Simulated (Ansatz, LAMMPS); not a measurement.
# Elastic response of amorphous 29Ga2O3-71GeO2 (mol %) (86 atoms), part 4 of 4

How stiff is amorphous 29Ga2O3-71GeO2 (mol %) (86 atoms), and how do its levels respond to strain?

Ansatz 0.2.0; Kohn-Sham DFT, PBE, PAW (set soft_1), plane waves.

The cell: 14 Ga, 17 Ge and 55 O. The quench rate of 100 K/ps is many orders above laboratory rates. The network of bonds at the start is that of the classical potential that made the cell. The Brillouin zone is sampled at Γ only.

So far. Step 11 (Compressed by 1 % along x): The relaxation converged after 3 steps, 0.0539 eV below its start, with a largest force component of 0.048 eV/Å. Step 11 (Compressed by 1 % along x): Compressed by 1 % along x: the energy stands 0.0512 eV above that of the reference, at a pressure of 0.903 GPa.

## 12. Sheared by 2 % in xy

A shear of the relaxed cell gives the modulus that volume changes can't reach.

Input file input.yaml:

```yaml
crystal:
  lattice:
    - [10.43429, 0.15292, -0.02535]
    - [0.15146, 10.288, 0.16124]
    - [-0.02374, 0.16099, 10.1967]
  atoms:
    [... the 86 atom lines of step 4 ...]
kpoints:
  mp_grid: { grid: [1, 1, 1] }
hamiltonian:
  xc: pbe
  pseudopotentials: { kind: paw, azcp: { folder: soft_1 } }
scf:
  occupations: { method: fermi_dirac, width: 0.025 }
output:
  forces: true
  eigenvalues: true
  stress: true
relax:
  f_tol: 0.05
  max_steps: 70
```

Run with:

```bash
$ ansatz run input.yaml --threads 4 --pin off --max-ram 8192MiB --backend cpu --events-out ev --progress --plain --runs-dir out
```

Numbers of over 12 decimals in the logs are rounded to 6 here.

Output:

```text
[...]
Crystal: 86 atoms, lattice volume = 1094.081 Å³
Basis set: ecut = 420 eV, 21369 PW (Γ), exchange–correlation on 144×144×144 points (8 copies of the dense FFT grid, shifted against one another)
Bands: 461, of which v1, the nominal top of the filled ones, is band 375 counted from 1 (374 counted from 0)
Symmetry: 1 space group operations
[...]
k-points: 1
[...]
SCF iter   1: F=—  HF=-157209.608458 eV  |F-HF|=—  |Δ(HF+E_count)|=         —  Δρ=1.07e-1  dr2=8.18e1  ethr=3.10e-3  ⟨swp⟩=6.0  Hψ=1847  notcnv=0
[...]
SCF iter   9: F=—  HF=-157183.856172 eV  |F-HF|=—  |Δ(HF+E_count)|=   1.08e-4  Δρ=8.52e-5  dr2=8.57e-5  ethr=8.06e-8  ⟨swp⟩=2.0  Hψ=686  notcnv=0  defer=80
SCF iter  10: F=-157183.856213 eV  HF=-157183.856210 eV  |F-HF|=3.22e-6  |Δ(HF+E_count)|=   3.79e-5  Δρ=2.94e-5  dr2=1.07e-5  ethr=8.33e-9  ⟨swp⟩=12.0  Hψ=2334  notcnv=0
SCF 1 converged in 10 iterations: F = -157183.856213 eV  dr2 = 1.07e-5
[...]
relax step   1: F+E_penalty+E_count = -157183.85621344 eV  Δ(F+E_penalty+E_count) = +0.000e0 eV  max|allowed force component| = 4.567e-1 eV/Å  Δτ_max = 0.0000 Å  (10 SCF iters, dr2 threshold 6.25e-5 eV, accepted)
[...]
relax step   2: F+E_penalty+E_count = -157183.91232431 eV  Δ(F+E_penalty+E_count) = -5.611e-2 eV  max|allowed force component| = 2.095e-1 eV/Å  Δτ_max = 0.0241 Å  (6 SCF iters, dr2 threshold 1.30e-5 eV, accepted)
[...]
relax step   3: F+E_penalty+E_count = -157183.93630969 eV  Δ(F+E_penalty+E_count) = -2.399e-2 eV  max|allowed force component| = 9.111e-2 eV/Å  Δτ_max = 0.0168 Å  (6 SCF iters, dr2 threshold 2.74e-6 eV, accepted)
relax step   4: F+E_penalty+E_count = -157183.86465103 eV  Δ(F+E_penalty+E_count) = +7.166e-2 eV  max|allowed force component| = 2.697e-1 eV/Å  Δτ_max = 0.2000 Å  (11 SCF iters, rejected (line search))
relax step   5: F+E_penalty+E_count = -157183.95531892 eV  Δ(F+E_penalty+E_count) = -1.901e-2 eV  max|allowed force component| = 9.533e-2 eV/Å  Δτ_max = 0.0672 Å  (10 SCF iters, accepted)
relax step   6: F+E_penalty+E_count = -157183.92937731 eV  Δ(F+E_penalty+E_count) = +2.594e-2 eV  max|allowed force component| = 1.986e-1 eV/Å  Δτ_max = 0.1000 Å  (10 SCF iters, rejected (line search))
relax step   7: F+E_penalty+E_count = -157183.95729825 eV  Δ(F+E_penalty+E_count) = -1.979e-3 eV  max|allowed force component| = 1.763e-1 eV/Å  Δτ_max = 0.0470 Å  (9 SCF iters, accepted)
relax step   8: F+E_penalty+E_count = -157183.96163790 eV  Δ(F+E_penalty+E_count) = -4.340e-3 eV  max|allowed force component| = 2.133e-2 eV/Å  Δτ_max = 0.0161 Å  (5 SCF iters, dr2 threshold 3.11e-5 eV, accepted)
[...]
relax step   9: F+E_penalty+E_count = -157183.96165002 eV  Δ(F+E_penalty+E_count) = -1.211e-5 eV  max|allowed force component| = 2.143e-2 eV/Å  Δτ_max = 0.0000 Å  (5 SCF iters, accepted)
SCF converged after 5 iterations
Free energy (F): -157183.961650 eV
[...]
Internal energy: -157183.961650 eV  (E = F + TS)
E sigma→0 (E₀):  -157183.961650 eV
Fermi energy:    6.580694 eV
[...]
Σ components = -157183.961650   (vs F -157183.961650, Δ=0.00e0)
--- Forces (eV/Å), atoms counted from 1 ---
  atom   1  Ga    -0.00004893     0.00650570    -0.00067248
  atom   2  Ga     0.00414367    -0.00820871     0.00011466
  atom   3  Ga    -0.00858107     0.01145666     0.00020280
  atom   4  Ga     0.00858453     0.00156273    -0.00878183
[...]
atom  86  O     -0.00182470    -0.00999378    -0.00621290
  max |Σ_I F_I| component: 5.22e-5 eV/Å
--- Stress (GPa, compression-positive) ---
       -0.115850      -0.495491       0.089966
       -0.495492      -0.013780       0.131408
        0.089966       0.131408       0.078276
  P = ⅓ Tr σ = -0.0171 GPa (-0.171 kbar)
--- Band table (eV) ---
[...]
--- Relaxed structure (9 steps of the walk, 7 accepted, 0 SCFs on fresh bases) ---
  F+E_penalty+E_count = -157183.96165002 eV   max|allowed force component| = 2.143e-2 eV/Å
  atoms:
    - { symbol: Ga, position: [0.231004, 0.454633, 0.788603] }
    - { symbol: Ga, position: [0.555139, 0.978109, 0.904131] }
    - { symbol: Ga, position: [0.285256, 0.565517, 0.452330] }
    - { symbol: Ga, position: [0.191628, 0.474930, 0.138209] }
[...]
- { symbol: O, position: [0.354014, 0.589991, 0.790327] }
```

Wall time 92 s (4 threads of AMD EPYC 9R14 (Zen 4), shared host); peak memory 1.8 GiB; 5.7 min of CPU time.

The relaxation converged after 9 steps, 0.105 eV below its start, with a largest force component of 0.021 eV/Å.

Sheared by 2 % in xy: the energy stands 0.0343 eV above that of the reference, at a pressure of -0.0171 GPa.

## 13. Pressure against volume

Atoms are relaxed at each volume, in the scaled cell.

| volume change (%) | volume (Å³/atom) | energy change (meV/atom) | pressure (GPa) | largest move on relaxing (Å) | bonds | gap (eV) |
| --- | --- | --- | --- | --- | --- | --- |
| -10 | 11.451 | 25.48 | 8.76 | 1.09 | 154 | 1.63 |
| -6 | 11.960 | 10.69 | 4.06 | 0.57 | 149 | 1.23 |
| -3 | 12.341 | 2.82 | 2.38 | 0.13 | 147 | 1.20 |
| +0 | 12.723 | 0.00 | -0.01 | - | 147 | 1.17 |
| +3 | 13.105 | 2.20 | -1.73 | 0.17 | 144 | 1.17 |
| +6 | 13.487 | 8.04 | -3.16 | 0.29 | 143 | 1.18 |

## 14. Uniaxial strain and shear

Stress (GPa, compression positive) less that of the relaxed cell, atoms relaxed:

| strain | xx | yy | zz | xy | energy change (meV/atom) |
| --- | --- | --- | --- | --- | --- |
| stretched by 1 % along x | -1.476 | -0.536 | -0.590 | -0.001 | 0.55 |
| compressed by 1 % along x | 1.547 | 0.576 | 0.629 | -0.003 | 0.60 |
| sheared by 2 % in xy | -0.107 | -0.002 | 0.098 | -0.499 | 0.40 |

## 15. What came out

The bulk modulus, from the slope of pressure against ln V over the three points nearest the relaxed volume, is 68.5 GPa; between neighbouring points the slope runs 108, 53, 79, 58 and 50 GPa from the smallest volume up, without a steady fall, so no pressure derivative is given. The count of bonds runs from 143 to 154 over the series, so at some points contacts cross the cutoffs. At -10 % and -6 % some atom moved by over 0.5 Å on relaxing, so those points may sit in another local minimum. The gap goes from 1.63 eV at the smallest volume to 1.18 eV at the largest, not monotonically (lowest 1.17, highest 1.63 eV), on the run's k-points. In the Cartesian axes of the cell, finite differences give C11 = 151, C12 = 55.6, C13 = 60.9 and C66 = 25.0 GPa (the shear of 2 % is the engineering strain, εxy = 0.01). The mean of C11, C12 and C13, which equals the bulk modulus in a cubic or isotropic solid, is 89.2 GPa: it lies 30 % over the bulk modulus from the volumes. For an isotropic solid C66 would equal (C11 − C12)/2 = 47.8 GPa; so small a sample needn't be isotropic, and C66 rests on one shear. The two differ too much for isotropic moduli to be formed.

Caveats: Strains are finite and relaxations stop at the force tolerance of the input, which can leave moduli too stiff; they are those of a static cell at zero temperature. Volumes are changed with the cell's shape held, so in an anisotropic solid the modulus lies over the one under free hydrostatic load. The program notes that the SCF threshold of the relaxations is loose for the stress.

The DFT runs together took 17 min of wall time.

[Logs are printed without paths, hosts, clocks, repeated set-up lines and the standing remarks that a program may print on its own settings, such as how far it seeks lower states.]

[Hosts, paths, dates, database ids (printed as entryN), source tags and the programs' standing remarks are cut or masked in the printed files.]
